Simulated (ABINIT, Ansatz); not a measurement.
**Sr2SiS4 (P2_1/m): one start, several treatments of the self-energy**

Aim: compare treatments of exchange, screening and correlation for the gap of Sr2SiS4 (P2_1/m).

Calculated with ABINIT 10.8.3; LDA and many-body steps on it, plane waves.

## 1. The structure

Symmetry: P2_1/m, No. 11, monoclinic system. Conventional cell: a = 6.609 Å, b = 6.660 Å, c = 8.262 Å, α = 90.00°, β = 108.22°, γ = 90.00°. Nearest to Sr lie 9 S at 2.96 to 3.80 Å and 4 Si at 3.51 to 3.93 Å. Nearest to Sr lie 8 S at 3.04 to 3.46 Å and 3 Si at 3.71 to 3.89 Å. Nearest to Si lie 4 S at 2.12 to 2.13 Å and 7 Sr at 3.51 to 3.93 Å. Nearest to S lie 1 Si at 2.12 Å and 5 Sr at 3.03 to 3.80 Å. Nearest to S lie 1 Si at 2.13 Å and 4 Sr at 2.96 to 3.46 Å. Nearest to S lie 1 Si at 2.12 Å and 4 Sr at 3.01 to 3.13 Å. Farther neighbours and most contacts between anions are not listed.

The cell and positions are those that the Materials Project relaxed with its own functionals (PBE, PBE+U or r2SCAN), kept fixed.

## 2. Empty states on the mesh, 2×2×2 mesh, 644 bands

This step: ABINIT 10.8.3; DFT, LDA, plane waves, norm-conserving pseudopotentials.

The sums over transitions need many empty states on a uniform mesh; this step solves for them.

run.abi reads:

```
acell 3*1.0 Angstrom
rprim 
  6.608739210500 0.000000000000 -0.000000000000
  0.000000000000 6.659542380000 0.000000000000
  -2.582748258700 0.000000000000 7.848229828000
ntypat 3
znucl 38 14 16
natom 14
typat 1 1 1 1 2 2 3 3 3 3 3 3 3 3
xred 
  0.283671200000 0.750000000000 0.951809120000
  0.716328800000 0.250000000000 0.048190880000
  0.224829900000 0.750000000000 0.429263770000
  0.775170100000 0.250000000000 0.570736230000
  0.721301030000 0.750000000000 0.796846200000
  0.278698970000 0.250000000000 0.203153800000
  0.886453430000 0.750000000000 0.061575940000
  0.113546570000 0.250000000000 0.938424060000
  0.916900480000 0.750000000000 0.635667980000
  0.083099520000 0.250000000000 0.364332020000
  0.510384140000 0.501966720000 0.737248200000
  0.489615860000 0.001966720000 0.262751800000
  0.489615860000 0.498033280000 0.262751800000
  0.510384140000 0.998033280000 0.737248200000
pp_dirpath "pseudos"
pseudos "Sr.upf, Si.upf, S.upf"
ecut 28
ngkpt 2 2 2
nshiftk 1
shiftk 0 0 0
kptopt 1
chksymbreak 0
iscf -2
irdden 1
istwfk *1
nband 644
nbdbuf 58
tolwfr 1e-09
nstep 60
prtvol 0
indata_prefix "in"
outdata_prefix "out"
tmpdata_prefix "tmp"
```

Command:

```sh
$ OMP_NUM_THREADS=2 mpirun -n 8 abinit run.abi > log
```

Numbers of over 12 decimals in the logs are rounded to 6 here.

What it wrote:

```text
.Version 10.8.3 of ABINIT. v10.8.2 released Aug 2026.

 Symmetries : space group P2_1/m (# 11); Bravais mP (primitive monocl.)
[... echo of the input left out ...]
== DATASET  1 ==================================================================
-   mpi_nproc: 8, omp_nthreads: 2 (-1 if OMP is not activated)

--- !DatasetInfo
iteration_state: {dtset: 1, }
dimensions: {natom: 14, nkpt: 8, mband: 644, nsppol: 1, nspinor: 1, nspden: 1, mpw: 16528, }
cutoff_energies: {ecut:  28.0, pawecutdg:  -1.0, }
[...]
2.84656    2.85125    2.85158    2.85379    2.85923    2.86447    2.86694    2.86953
   2.87020    2.87204    2.87826    2.87920    2.88253    2.88888    2.89202    2.89428
   2.89894    2.90671    2.90850    2.91070
 prteigrs : prtvol=0 or 1, do not print more k-points.

== END DATASET(S) ==============================================================
================================================================================

 -outvars: echo values of variables after computation  --------
            nband         644
             nkpt           8
          spgroup          11
 [... the other variables as echoed above ...]

 Calculation completed.
```

The job ended after 24 min (8 MPI ranks of Arm Neoverse N1, shared host; peak memory 2.6 GiB).

Numbers from this step:

```
gap                                                           : 2.767 eV
k of the valence top                                          : 0, 0, 0
k of the conduction bottom                                    : 0.5, 0, 0
least direct gap                                              : 2.952 eV
k points computed                                             : 8
lowest point of the top converged band, above the valence top : 69.3191 eV
```

On this mesh the gap is 2.767 eV.

The density comes from a self-consistent run that is not shown.

## 3. Screening, 2×2×2 mesh, 267 bands, screening to 114.3 eV

The RPA dielectric matrix is built and inverted for each q.

This step: RPA screening on LDA, plane waves, norm-conserving pseudopotentials.

run.abi: that of step 2 with these lines changed.

```diff
@@ -32,10 +32,11 @@
 chksymbreak 0
-iscf -2
-irdden 1
 istwfk *1
-nband 644
-nbdbuf 58
-tolwfr 1e-09
-nstep 60
-prtvol 0
+occopt 1
+irdwfk 1
+optdriver 3
+nband 267
+ecuteps 4.2
+inclvkb 2
+awtr 1
+symchi 1
 indata_prefix "in"
```

Command:

```sh
$ OMP_NUM_THREADS=1 mpirun -n 16 abinit run.abi > log
```

What it wrote:

```text
.Version 10.8.3 of ABINIT. v10.8.2 released Aug 2026.

 Symmetries : space group P2_1/m (# 11); Bravais mP (primitive monocl.)
[... echo of the input left out ...]
== DATASET  1 ==================================================================
-   mpi_nproc: 16, omp_nthreads: 1 (-1 if OMP is not activated)

--- !DatasetInfo
iteration_state: {dtset: 1, }
dimensions: {natom: 14, nkpt: 8, mband: 267, nsppol: 1, nspinor: 1, nspden: 1, mpw: 16528, }
cutoff_energies: {ecut:  28.0, pawecutdg:  -1.0, }
electrons: {nelect:   9.60000000E+01, charge:   0.00000000E+00, occopt:   1.00000000E+00, tsmear:   1.00000000E-02, }

 SCREENING: Calculation of the susceptibility and dielectric matrices

 Based on a program developped by R.W. Godby, V. Olevano, G. Onida, and L. Reining.
 Incorporated in ABINIT by V. Olevano, G.-M. Rignanese, and M. Torrent.
.Using double precision arithmetic ; gwpc =  8

[... cell and pseudopotentials left out ...]
--------------------------------------------------------------------------------

 ==== K-mesh for the wavefunctions ====
 Number of points in the irreducible wedge :     8
[... list of points left out ...]
 Together with  4 symmetry operations and time-reversal symmetry
 yields     8 points in the full Brillouin Zone.

 ==== Q-mesh for the screening function ====
 Number of points in the irreducible wedge :     8
[... list of points left out ...]
 Together with  4 symmetry operations and time-reversal symmetry
 yields     8 points in the full Brillouin Zone.

 setmesh: FFT mesh size selected  =    45x   48x   54
          total number of points  =       116640

 vcoul_init : cutoff-mode = AUXILIARY_FUNCTION
 q-points for optical limit:   1
     1)      0.000010    0.000020    0.000030

- screening: taking advantage of time-reversal symmetry
- Maximum band index for partially occupied states nbvw = 48
- Remaining bands to be divided among processors   nbcw = 219
- Number of bands treated by each node ~13

 Number of electrons calculated from density =   96.0000; Expected =   96.0000
 average of density, n =  0.041185
 r_s =    1.7963
 omega_plasma =   19.5761 [eV]

 calculating chi0 at frequencies [eV] :
  1    0.000000E+00    0.000000E+00
  2    0.000000E+00    1.957607E+01

--------------------------------------------------------------------------------
  q-point number  1        q = ( 0.000000, 0.000000, 0.000000) [r.l.u.]
--------------------------------------------------------------------------------
[... chi0 elements left out ...]
 For q-point:  0.000010 0.000020 0.000030
  dielectric constant =   4.8591
  dielectric constant without local fields =   5.9158

  Average fulfillment of the sum rule on Im[epsilon] for q-point    1 :     68.37  [%]
[... wings left out ...]
  q-point number  2        q = ( 0.500000, 0.000000, 0.000000) [r.l.u.]
--------------------------------------------------------------------------------
[... chi0 elements left out ...]
  Average fulfillment of the sum rule on Im[epsilon] for q-point    2 :     72.35  [%]

 [... 6 further q-points ...]
```

It took 14 min on 16 MPI ranks; peak memory 21 GiB.

This step gave:

| Item | Value |
| --- | --- |
| ε∞ with local fields, on this mesh, along the program's q direction | 4.859 |
| the same without local fields | 5.916 |
| plasma frequency | 19.58 eV |
| plane waves in the screening matrix | 951 |

Local fields lower ε∞ by 18 %. On a Γ-centred mesh this coarse the value itself is usually too large, while a short band sum pulls it down.

## 4. G0W0, Godby-Needs plasmon pole

The self-energy is evaluated for the states that the input lists, and the levels follow from it, in one-shot runs by the linearised quasiparticle equation.

This step: G0W0 on LDA, plane waves, norm-conserving pseudopotentials.

run.abi: that of step 3 with these lines changed.

```diff
@@ -35,8 +35,17 @@
 irdwfk 1
-optdriver 3
+optdriver 4
 nband 267
+gwcalctyp 0
+ecutsigx 28
+symsigma 1
+nkptgw 2
+kptgw 
+  0.0000000000 0.0000000000 0.0000000000
+  0.5000000000 0.0000000000 0.0000000000
+bdgw 
+  47 50
+  47 50
 ecuteps 4.2
-inclvkb 2
-awtr 1
-symchi 1
+irdscr 1
+ppmodel 1
 indata_prefix "in"
```

What it wrote:

```text
.Version 10.8.3 of ABINIT. v10.8.2 released Aug 2026.

 Symmetries : space group P2_1/m (# 11); Bravais mP (primitive monocl.)
[... echo of the input left out ...]
== DATASET  1 ==================================================================
-   mpi_nproc: 16, omp_nthreads: 1 (-1 if OMP is not activated)

--- !DatasetInfo
iteration_state: {dtset: 1, }
dimensions: {natom: 14, nkpt: 8, mband: 267, nsppol: 1, nspinor: 1, nspden: 1, mpw: 16528, }
cutoff_energies: {ecut:  28.0, pawecutdg:  -1.0, }
electrons: {nelect:   9.60000000E+01, charge:   0.00000000E+00, occopt:   1.00000000E+00, tsmear:   1.00000000E-02, }

 SIGMA: Calculation of the GW corrections

 Based on a program developped by R.W. Godby, V. Olevano, G. Onida, and L. Reining.
 Incorporated in ABINIT by V. Olevano, G.-M. Rignanese, and M. Torrent.
.Using double precision arithmetic ; gwpc =  8

[... cell and pseudopotentials left out ...]
--------------------------------------------------------------------------------

 ==== K-mesh for the wavefunctions ====
 Number of points in the irreducible wedge :     8
[... list of points left out ...]
 Together with  4 symmetry operations and time-reversal symmetry
 yields     8 points in the full Brillouin Zone.

 ==== Q-mesh for screening function ====
 Number of points in the irreducible wedge :     8
[... list of points left out ...]
 Together with  4 symmetry operations and time-reversal symmetry
 yields     8 points in the full Brillouin Zone.

 vcoul_init : cutoff-mode = AUXILIARY_FUNCTION
 q-points for optical limit:   1
     1)      0.000010    0.000020    0.000030
 setmesh: FFT mesh size selected  =    60x   60x   72
          total number of points  =       259200

 Number of electrons calculated from density =   96.0000; Expected =   96.0000
 average of density, n =  0.041185
 r_s =    1.7963
 omega_plasma =   19.5761 [eV]

 === KS Band Gaps ===
  >>>> For spin  1
   Minimum direct gap =   2.9522 [eV], located at k-point      :   0.5000  0.0000  0.0000
   Fundamental gap    =   2.7666 [eV], Top of valence bands at :   0.0000  0.0000  0.0000
                                       Bottom of conduction at :   0.5000  0.0000  0.0000
 SIGMA fundamental parameters:
 PLASMON POLE MODEL  1
 number of plane-waves for SigmaX                16459
 number of plane-waves for SigmaC and W            951
 number of plane-waves for wavefunctions         16459
 number of bands                                   267
 number of independent spin polarizations            1
 number of spinorial components                      1
 number of k-points in IBZ                           8
 number of q-points in IBZ                           8
 number of symmetry operations                       4
 number of k-points in BZ                            8
 number of q-points in BZ                            8
 number of frequencies for dSigma/dE                 9
 frequency step for dSigma/dE [eV]                0.25
 number of omega for Sigma on real axis              0
 max omega for Sigma on real axis  [eV]           0.00
 zcut for avoiding poles [eV]                     0.10

 EPSILON^-1 parameters (SCR file):
 dimension of the eps^-1 matrix on file            951
 dimension of the eps^-1 matrix used               951
 number of plane-waves for wavefunctions         16459
 number of bands                                   267
 number of q-points in IBZ                           8
 number of frequencies                               2
 number of real frequencies                          1
 number of imag frequencies                          1

 matrix elements of self-energy operator (all in [eV])

 Perturbative Calculation

--- !SelfEnergy_ee
iteration_state: {dtset: 1, }
kpoint     : [   0.000,    0.000,    0.000, ]
spin       : 1
KS_gap     :    3.139
QP_gap     :    4.671
Delta_QP_KS:    1.531
data: !SigmaeeData |
     Band     E0 <VxcDFT>   SigX SigC(E0)      Z dSigC/dE  Sig(E)    E-E0       E
       47   3.591 -12.965 -15.876   2.262   0.786  -0.273 -13.475  -0.510   3.081
       48   3.808 -12.880 -15.746   2.197   0.784  -0.275 -13.405  -0.525   3.283
       49   6.948  -9.881  -5.386  -3.266   0.818  -0.222  -8.875   1.006   7.954
       50   7.243  -9.945  -5.093  -3.272   0.825  -0.212  -8.641   1.305   8.548

--- !SelfEnergy_ee
iteration_state: {dtset: 1, }
kpoint     : [   0.500,    0.000,    0.000, ]
spin       : 1
KS_gap     :    2.952
QP_gap     :    4.696
Delta_QP_KS:    1.744
data: !SigmaeeData |
     Band     E0 <VxcDFT>   SigX SigC(E0)      Z dSigC/dE  Sig(E)    E-E0       E
       47   3.570 -12.732 -15.644   2.241   0.784  -0.275 -13.258  -0.526   3.044
       48   3.623 -13.021 -15.912   2.254   0.786  -0.272 -13.521  -0.501   3.122
       49   6.575  -9.763  -5.121  -3.136   0.825  -0.212  -8.520   1.243   7.818
       50   6.981 -10.009  -5.529  -3.146   0.818  -0.222  -8.918   1.091   8.073

== END DATASET(S) ==============================================================
================================================================================

 -outvars: echo values of variables after computation  --------
           etotal      0.0000000000E+00
            nband         267
             nkpt           8
          spgroup          11
 [... the other variables as echoed above ...]

 Calculation completed.
```

Wall time 1.7 min (16 MPI ranks); peak memory 14 GiB.

Numbers from this step:

```
G0W0 gap on the points computed              : 4.535 eV
starting gap on the mesh                     : 2.767 eV
k of the valence top                         : 0, 0, 0
k of the conduction bottom                   : 0.5, 0, 0
Z at the valence top                         : 0.784
Z at the conduction bottom                   : 0.825
least direct G0W0 gap on the computed points : 4.671 eV
```

The gap on the mesh goes from 2.77 eV to 4.54 eV, a correction of +1.77 eV.

## 5. G0W0, von der Linden-Horsch plasmon pole

run.abi: that of step 4 with these lines changed.

```diff
@@ -49,3 +49,3 @@
 irdscr 1
-ppmodel 1
+ppmodel 3
 indata_prefix "in"
```

What it wrote:

```text
.Version 10.8.3 of ABINIT. v10.8.2 released Aug 2026.

 Symmetries : space group P2_1/m (# 11); Bravais mP (primitive monocl.)
[... echo of the input left out ...]
== DATASET  1 ==================================================================
-   mpi_nproc: 16, omp_nthreads: 1 (-1 if OMP is not activated)

--- !DatasetInfo
iteration_state: {dtset: 1, }
dimensions: {natom: 14, nkpt: 8, mband: 267, nsppol: 1, nspinor: 1, nspden: 1, mpw: 16528, }
cutoff_energies: {ecut:  28.0, pawecutdg:  -1.0, }
electrons: {nelect:   9.60000000E+01, charge:   0.00000000E+00, occopt:   1.00000000E+00, tsmear:   1.00000000E-02, }

 SIGMA: Calculation of the GW corrections

 Based on a program developped by R.W. Godby, V. Olevano, G. Onida, and L. Reining.
 Incorporated in ABINIT by V. Olevano, G.-M. Rignanese, and M. Torrent.
.Using double precision arithmetic ; gwpc =  8

[... cell and pseudopotentials left out ...]
--------------------------------------------------------------------------------

 ==== K-mesh for the wavefunctions ====
 Number of points in the irreducible wedge :     8
[... list of points left out ...]
 Together with  4 symmetry operations and time-reversal symmetry
 yields     8 points in the full Brillouin Zone.

 ==== Q-mesh for screening function ====
 Number of points in the irreducible wedge :     8
[... list of points left out ...]
 Together with  4 symmetry operations and time-reversal symmetry
 yields     8 points in the full Brillouin Zone.

 vcoul_init : cutoff-mode = AUXILIARY_FUNCTION
 q-points for optical limit:   1
     1)      0.000010    0.000020    0.000030
 setmesh: FFT mesh size selected  =    60x   60x   72
          total number of points  =       259200

 Number of electrons calculated from density =   96.0000; Expected =   96.0000
[...]
number of omega for Sigma on real axis              0
 max omega for Sigma on real axis  [eV]           0.00
 zcut for avoiding poles [eV]                     0.10

 EPSILON^-1 parameters (SCR file):
 dimension of the eps^-1 matrix on file            951
 dimension of the eps^-1 matrix used               951
 number of plane-waves for wavefunctions         16459
 number of bands                                   267
 number of q-points in IBZ                           8
 number of frequencies                               2
 number of real frequencies                          1
 number of imag frequencies                          1

 matrix elements of self-energy operator (all in [eV])

 Perturbative Calculation

--- !SelfEnergy_ee
iteration_state: {dtset: 1, }
kpoint     : [   0.000,    0.000,    0.000, ]
spin       : 1
KS_gap     :    3.139
QP_gap     :    4.726
Delta_QP_KS:    1.587
data: !SigmaeeData |
     Band     E0 <VxcDFT>   SigX SigC(E0)      Z dSigC/dE  Sig(E)    E-E0       E
       47   3.591 -12.965 -15.876   2.052   0.832  -0.203 -13.679  -0.714   2.877
       48   3.808 -12.880 -15.746   2.000   0.830  -0.205 -13.599  -0.719   3.089
       49   6.948  -9.881  -5.386  -3.484   0.857  -0.166  -9.014   0.868   7.815
[...]
--- !SelfEnergy_ee
iteration_state: {dtset: 1, }
kpoint     : [   0.500,    0.000,    0.000, ]
spin       : 1
KS_gap     :    2.952
QP_gap     :    4.737
Delta_QP_KS:    1.785
data: !SigmaeeData |
     Band     E0 <VxcDFT>   SigX SigC(E0)      Z dSigC/dE  Sig(E)    E-E0       E
[...]
49   6.575  -9.763  -5.121  -3.390   0.865  -0.156  -8.680   1.083   7.658
       50   6.981 -10.009  -5.529  -3.358   0.858  -0.166  -9.047   0.962   7.943

== END DATASET(S) ==============================================================
================================================================================

 -outvars: echo values of variables after computation  --------
           etotal      0.0000000000E+00
            nband         267
             nkpt           8
          spgroup          11
 [... the other variables as echoed above ...]

 Calculation completed.
```

Wall time 3.2 min (16 MPI ranks); peak memory 10 GiB.

Numbers from this step:

* G0W0 gap on the points computed: 4.569 eV
* starting gap on the mesh: 2.767 eV
* k of the valence top: 0, 0, 0
* k of the conduction bottom: 0.5, 0, 0
* Z at the valence top: 0.83
* Z at the conduction bottom: 0.865
* least direct G0W0 gap on the computed points: 4.726 eV

Against G0W0 in ABINIT (2×2×2 mesh, 267 bands, screening to 114.3 eV, Godby-Needs plasmon pole), the gap moves by +0.034 eV.

## 6. G0W0, Hybertsen-Louie plasmon pole

run.abi: that of step 5 with these lines changed.

```diff
@@ -49,3 +49,3 @@
 irdscr 1
-ppmodel 3
+ppmodel 2
 indata_prefix "in"
```

What it wrote:

```text
.Version 10.8.3 of ABINIT. v10.8.2 released Aug 2026.

 Symmetries : space group P2_1/m (# 11); Bravais mP (primitive monocl.)
[... echo of the input left out ...]
== DATASET  1 ==================================================================
-   mpi_nproc: 16, omp_nthreads: 1 (-1 if OMP is not activated)

--- !DatasetInfo
iteration_state: {dtset: 1, }
dimensions: {natom: 14, nkpt: 8, mband: 267, nsppol: 1, nspinor: 1, nspden: 1, mpw: 16528, }
cutoff_energies: {ecut:  28.0, pawecutdg:  -1.0, }
[...]
Band     E0 <VxcDFT>   SigX SigC(E0)      Z dSigC/dE  Sig(E)    E-E0       E
[...]
49   6.575  -9.763  -5.121  -3.300   0.854  -0.171  -8.617   1.146   7.721
       50   6.981 -10.009  -5.529  -3.328   0.848  -0.179  -9.033   0.976   7.958

== END DATASET(S) ==============================================================
================================================================================

 -outvars: echo values of variables after computation  --------
           etotal      0.0000000000E+00
            nband         267
             nkpt           8
          spgroup          11
 [... the other variables as echoed above ...]

 Calculation completed.
```

Elapsed: 95 s, on 16 MPI ranks; peak memory 12 GiB.

This step gave:

| Quantity | Value |
| --- | --- |
| G0W0 gap on the points computed | 4.611 eV |
| starting gap on the mesh | 2.767 eV |
| k of the valence top | 0, 0, 0 |
| k of the conduction bottom | 0.5, 0, 0 |
| least direct G0W0 gap on the computed points | 4.745 eV |

Against G0W0 in ABINIT (2×2×2 mesh, 267 bands, screening to 114.3 eV, Godby-Needs plasmon pole), the gap moves by +0.076 eV.

[end of part 1 of 2]

[Paths, hosts, dates, memory and timing lines, banners, echoed tables and standing remarks are left out of the program output.]

[Logs are printed without paths, hosts, clocks, repeated set-up lines and the standing remarks that a program may print on its own settings, such as how far it seeks lower states.]

[Runs of the session that timed out or met a known fault of the program may be left out.]

[Hosts, paths, dates, database ids (printed as entryN), source tags and the programs' standing remarks are cut or masked in the printed files.]

[G0W0 gaps are taken among the corrected bands and points alone; a level outside them can change the order at an edge.]

[Where Ansatz stands beside ABINIT at settings called matched, ABINIT's density can come from a denser mesh and the files from another edition; pairs whose starting gaps differed by over 0.03 eV were left out, so agreement reads better than it is.]
